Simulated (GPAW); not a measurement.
# Optical response of Se

Aim: the dielectric function of Se, and the optical constants that follow from it.

Calculated with GPAW 26.7.0; DFT, LDA, plane-wave PAW (GPAW data sets), scalar-relativistic, RPA, optical limit.

Report form: the programs' logs are mostly left out.

## (1) Starting point

The structure is trigonal, space group P3_121 (No. 152). Conventional cell: a = 4.366 Å, b = 4.366 Å, c = 4.954 Å, α = 90.00°, β = 90.00°, γ = 120.00°. Nearest to Se lie 2 Se at 2.37 Å.

## (2) Ground state

First the ground state: is it a metal or has it a gap?

This step: DFT, LDA, plane-wave PAW (GPAW data sets), scalar-relativistic, ground state (GPAW 26.7.0).

gs.py

```python
from ase import Atoms
from ase.dft.bandgap import bandgap
from gpaw import GPAW, PW, FermiDirac

atoms = Atoms(['Se', 'Se', 'Se'],
              cell=[[4.36620000, 0.00000000, 0.00000000],
                    [-2.18310000, 3.78124012, 0.00000000],
                    [0.00000000, 0.00000000, 4.95360000]],
              scaled_positions=[[0.77460000, 0.77460000, 0.00000000],
                                [0.00000000, 0.22540000, 0.66666667],
                                [0.22540000, 0.00000000, 0.33333333]],
              pbc=[True, True, True])
atoms.calc = GPAW(mode=PW(500), xc='LDA', kpts={'size': (6, 6, 5), 'gamma': True},
                  occupations=FermiDirac(0.05), maxiter=150, txt='gs.txt')
print('energy (eV)', atoms.get_potential_energy())
print('Fermi level (eV)', atoms.calc.get_fermi_level())
print('valence electrons', atoms.calc.get_number_of_electrons())
print('gap (eV)', bandgap(atoms.calc, output=None)[0])
print('direct gap (eV)', bandgap(atoms.calc, direct=True, output=None)[0])
atoms.calc.write('gs.gpw')
```

Command:

```bash
$ OMP_NUM_THREADS=1 python gs.py
```

Wall time 31 s (1 thread of Arm Neoverse V2, shared host); peak memory 0.2 GiB.

Read-outs, printed or worked out from the files:

* energy: -12.31 eV
* Fermi energy: 4.724 eV
* gap on the k-mesh: 1.180 eV
* direct gap on the mesh: 1.406 eV
* electrons: 18

There is a gap, 1.18 eV on this mesh (points off the mesh can give less), so no carriers' term is needed.

## (3) Bands for the response

At the fixed density, many empty bands are solved on the mesh of the response, since the spectrum sums over them.

This step: DFT, LDA, plane-wave PAW (GPAW data sets), scalar-relativistic, bands at fixed density (GPAW 26.7.0).

nscf.py

```python
from ase.dft.bandgap import bandgap
from gpaw import GPAW, FermiDirac

calc = GPAW('gs.gpw').fixed_density(kpts={'size': (12, 12, 12), 'gamma': True}, nbands=31, convergence={'bands': 25},
                                    occupations=FermiDirac(0.001), txt='nscf.txt')
print('gap (eV)', bandgap(calc, output=None)[0])
print('direct gap (eV)', bandgap(calc, direct=True, output=None)[0])
calc.write('full.gpw', mode='all')
```

Command:

```bash
$ OMP_NUM_THREADS=1 python nscf.py
```

Run time: 11 min. Hardware: 1 thread; peak memory 1.4 GiB.

Numbers from this step:

```
gap on the k-mesh      : 0.9067 eV
direct gap on the mesh : 1.124 eV
```

## (4) Dielectric function, RPA

Local fields let the induced charge screen the field inside the cell, which as a rule lowers ε, most along directions where the density is uneven.

This step: DFT, LDA, plane-wave PAW (GPAW data sets), scalar-relativistic, RPA, optical limit (GPAW 26.7.0).

df.py

```python
from gpaw.response.df import DielectricFunction

df = DielectricFunction('full.gpw', frequencies={'type': 'nonlinear', 'domega0': 0.03, 'omega2': 8},
                        ecut=80,
                        eta=0.1,
                        nbands=25,
                        txt='df.txt')
for direction in ['x', 'z']:
    df.get_dielectric_function(xc='RPA', direction=direction, filename=f'df_{direction}.csv')
```

Command:

```bash
$ OMP_NUM_THREADS=1 python df.py
```

Wall time 93 s (1 thread); peak memory 0.72 GiB.

Numbers from this step:

| Item | Value |
| --- | --- |
| electronic dielectric constant ε∞, mean over x, y and z (by symmetry where fewer were run) | 11.11 |

Some rows of df_x.csv (energy; Re and Im without local fields; Re and Im with them):

```text
0.000000, 11.412554, -0.000000, 9.500578, -0.000000
0.366838, 11.635245, 0.128917, 9.688411, 0.108803
0.747880, 12.501158, 0.379544, 10.420270, 0.321507
1.143969, 14.639313, 2.173033, 12.202215, 1.857249
1.556014, 13.078056, 6.496087, 11.044106, 5.500695
1.984998, 12.462718, 6.216321, 10.502270, 5.395437
2.431988, 13.540588, 11.345789, 11.085205, 9.973496
2.898142, 6.803934, 15.348319, 4.926668, 12.827930
3.384719, 1.287911, 12.758911, 0.517130, 10.457619
3.893091, -1.202819, 8.627277, -1.365916, 7.048782
4.424758, -1.245366, 4.686588, -1.665338, 3.884900
4.981356, 1.197717, 3.788548, 0.146834, 2.413395
5.564682, 1.629095, 3.560163, 0.427338, 1.953050
6.176709, 1.967472, 4.083474, 1.482319, 1.575191
6.819608, 1.873521, 4.268306, 1.966330, 1.820819
7.495775, 1.621523, 4.588657, 2.543607, 2.196064
8.207861, 0.917349, 4.911539, 2.071962, 2.916173
8.958808, 0.122878, 4.522005, 2.156093, 2.809101
9.751884, -0.719584, 4.102400, 1.191081, 4.014829
10.590737, -0.947716, 3.844739, 0.728536, 3.365912
11.479449, -1.432389, 2.694104, -0.118121, 3.061469
12.422601, -1.423810, 1.911389, -0.384697, 2.434704
```

Sum at mesh points, not converged in k; values under the direct gap are tails of Lorentzian lines. Im ε against photon energy; read off at these points:

| photon energy (eV) | E ∥ x | E ∥ z |
| --- | --- | --- |
| 0.00 | 0 | 0 |
| 0.50 | 0.162 | 0.212 |
| 1.00 | 0.870 | 0.728 |
| 1.50 | 4.90 | 6.41 |
| 2.00 | 5.35 | 8.66 |
| 2.50 | 10.7 | 21.1 |
| 2.86 | 12.7 | 27.7 |
| 2.90 | 12.8 | 27.6 |
| 3.00 | 12.3 | 26.1 |
| 3.50 | 9.29 | 15.8 |
| 4.00 | 6.33 | 8.09 |
| 4.50 | 3.48 | 4.84 |
| 5.00 | 2.42 | 3.62 |
| 5.50 | 2.13 | 3.81 |
| 6.00 | 1.58 | 3.68 |
| 6.50 | 1.75 | 5.32 |
| 7.00 | 1.84 | 5.12 |
| 7.50 | 2.20 | 7.23 |
| 8.00 | 2.93 | 5.87 |
| 8.50 | 2.89 | 4.58 |
| 9.00 | 2.88 | 3.55 |
| 9.50 | 3.86 | 1.97 |
| 9.75 | 4.01 | 1.44 |
| 10.00 | 3.74 | 1.36 |
| 10.50 | 3.27 | 1.55 |
| 11.00 | 3.31 | 1.50 |
| 11.50 | 3.04 | 1.22 |
| 12.00 | 2.57 | 1.06 |
| 12.50 | 2.42 | 0.929 |
| 13.00 | 2.03 | 0.849 |

Sum at mesh points, not converged in k. Table of reflectivity at normal incidence by photon energy; read off at these points:

| photon energy (eV) | E ∥ x (%) | E ∥ z (%) |
| --- | --- | --- |
| 0.00 | 26.0 | 33.9 |
| 0.50 | 26.7 | 34.5 |
| 1.00 | 29.8 | 37.0 |
| 1.50 | 32.3 | 41.6 |
| 2.00 | 31.4 | 42.3 |
| 2.50 | 38.3 | 50.5 |
| 3.00 | 41.9 | 57.2 |
| 3.43 | 41.9 | 56.7 |
| 3.50 | 41.3 | 55.9 |
| 3.89 | 41.1 | 60.6 |
| 4.00 | 41.9 | 59.4 |
| 4.50 | 37.9 | 51.1 |
| 5.00 | 20.2 | 32.9 |
| 5.50 | 16.8 | 26.0 |
| 6.00 | 8.35 | 20.3 |
| 6.50 | 8.94 | 26.1 |
| 7.00 | 9.58 | 26.3 |
| 7.50 | 11.9 | 37.0 |
| 8.00 | 15.4 | 42.6 |
| 8.50 | 15.4 | 46.4 |
| 9.00 | 15.1 | 52.0 |
| 9.50 | 20.4 | 58.8 |
| 9.62 | 21.3 | 59.7 |
| 10.00 | 23.5 | 50.5 |
| 10.50 | 20.5 | 39.4 |
| 11.00 | 24.5 | 41.0 |
| 11.50 | 25.4 | 43.0 |
| 12.00 | 24.5 | 39.9 |
| 12.50 | 26.1 | 38.7 |
| 13.00 | 29.6 | 35.8 |

Sum at mesh points, not converged in k; values under the direct gap are tails of Lorentzian lines. The loss function −Im 1/ε at q → 0 by energy loss; read off at these points:

| energy loss (eV) | E ∥ x | E ∥ z |
| --- | --- | --- |
| 0.00 | 0 | 0 |
| 0.50 | 0.00166 | 9.6e-4 |
| 1.00 | 0.00647 | 0.00257 |
| 1.50 | 0.0309 | 0.0147 |
| 2.00 | 0.0386 | 0.0193 |
| 2.50 | 0.0473 | 0.0246 |
| 3.00 | 0.0765 | 0.0382 |
| 3.50 | 0.108 | 0.0589 |
| 4.00 | 0.147 | 0.0788 |
| 4.50 | 0.244 | 0.138 |
| 5.00 | 0.411 | 0.261 |
| 5.50 | 0.456 | 0.262 |
| 5.61 | 0.502 | 0.278 |
| 6.00 | 0.398 | 0.235 |
| 6.50 | 0.278 | 0.165 |
| 7.00 | 0.235 | 0.180 |
| 7.50 | 0.194 | 0.138 |
| 8.00 | 0.227 | 0.153 |
| 8.50 | 0.249 | 0.164 |
| 8.58 | 0.252 | 0.171 |
| 9.00 | 0.218 | 0.161 |
| 9.50 | 0.215 | 0.175 |
| 10.00 | 0.260 | 0.318 |
| 10.50 | 0.289 | 0.427 |
| 11.00 | 0.302 | 0.417 |
| 11.50 | 0.328 | 0.459 |
| 12.00 | 0.385 | 0.578 |
| 12.50 | 0.402 | 0.681 |
| 13.00 | 0.442 | 0.818 |

Sum at mesh points, not converged in k; values under the direct gap are tails of Lorentzian lines. The Im ε, E ∥ x by photon energy; read off at these points:

| photon energy (eV) | without local fields | with local fields |
| --- | --- | --- |
| 0.00 | 0 | 0 |
| 0.50 | 0.191 | 0.162 |
| 1.00 | 1.02 | 0.870 |
| 1.50 | 5.87 | 4.90 |
| 2.00 | 6.14 | 5.35 |
| 2.50 | 12.2 | 10.7 |
| 2.90 | 15.3 | 12.8 |
| 3.00 | 14.7 | 12.3 |
| 3.50 | 11.5 | 9.29 |
| 4.00 | 7.78 | 6.33 |
| 4.50 | 4.27 | 3.48 |
| 5.00 | 3.81 | 2.42 |
| 5.50 | 3.65 | 2.13 |
| 6.00 | 4.10 | 1.58 |
| 6.50 | 4.15 | 1.75 |
| 7.00 | 4.25 | 1.84 |
| 7.50 | 4.58 | 2.20 |
| 7.79 | 5.17 | 2.94 |
| 8.00 | 4.90 | 2.93 |
| 8.50 | 4.77 | 2.89 |
| 9.00 | 4.53 | 2.88 |
| 9.50 | 4.32 | 3.86 |
| 10.00 | 3.67 | 3.74 |
| 10.50 | 3.86 | 3.27 |
| 11.00 | 3.10 | 3.31 |
| 11.50 | 2.67 | 3.04 |
| 12.00 | 2.26 | 2.57 |
| 12.50 | 1.86 | 2.42 |
| 13.00 | 1.36 | 2.03 |

At chosen wavelengths:

| wavelength (nm) | n x | k x | R (%) x | 1/α x | n z | k z | R (%) z | 1/α z |
| --- | --- | --- | --- | --- | --- | --- | --- | --- |
| 1550 | 3.26 | 0.058 | 28.1 | 2.1 µm | 3.97 | 0.054 | 35.7 | 2.3 µm |
| 633 | 3.35 | 0.798 | 31.5 | 63 nm | 4.48 | 0.980 | 42.2 | 51 nm |
| 532 | 3.65 | 1.175 | 36.6 | 36 nm | 4.84 | 1.550 | 47.0 | 27 nm |
| 450 | 3.24 | 1.919 | 40.2 | 19 nm | 4.50 | 2.923 | 53.6 | 12 nm |
| 405 | 2.66 | 2.178 | 41.3 | 15 nm | 3.44 | 3.558 | 57.5 | 9.1 nm |
| 308 | 1.51 | 2.022 | 41.9 | 12 nm | 1.40 | 2.793 | 58.7 | 8.8 nm |
| 193 | 1.44 | 0.590 | 8.6 | 26 nm | 1.92 | 1.258 | 24.0 | 12 nm |

Below the direct gap, k and the depth come from the tails of the Lorentzian lines, not from transitions.

Rows near the edge hang on the gap, which this functional as a rule makes too small, and phonon-assisted absorption is left out.

## (5) Summary of results

| Quantity | Value |
| --- | --- |
| electronic dielectric constant ε∞, mean over x, y and z (by symmetry where fewer were run) (RPA) | 11.1 |

At this level (LDA, RPA) Se has a mean ε∞ = 11.1 and n = 3.26 at 1550 nm (E ∥ x). On the mesh the gap is 0.91 eV and the least direct gap 1.12 eV, so on this mesh the band edges lie at different points. Local fields change the static value along x from 11.41 to 9.50 (-17 %). The static values by axis are 9.50 (x), 14.34 (z). Excitons and phonon-assisted transitions are missing; LDA gaps are as a rule too small, which pulls the onset down and ε∞ up. The curves end at 13 eV, about where the summed bands run out. The sum runs over mesh points 0.14 Å⁻¹ apart with no interpolation, so peaks are partly noise of the mesh; over so small a direct gap single mesh points weigh heavily, so ε∞, n and their changes from run to run can be far off. Besides steps told in other documents, this task had 2 runs with a known fault of program or setting; those not told in a step above aren't shown.

[Machine, clock and banner lines and Python warnings are left out of the logs.]

[Logs are printed without paths, hosts, clocks, repeated set-up lines and the standing remarks that a program may print on its own settings, such as how far it seeks lower states.]

[Hosts, paths, dates, database ids (printed as entryN), source tags and the programs' standing remarks are cut or masked in the printed files.]
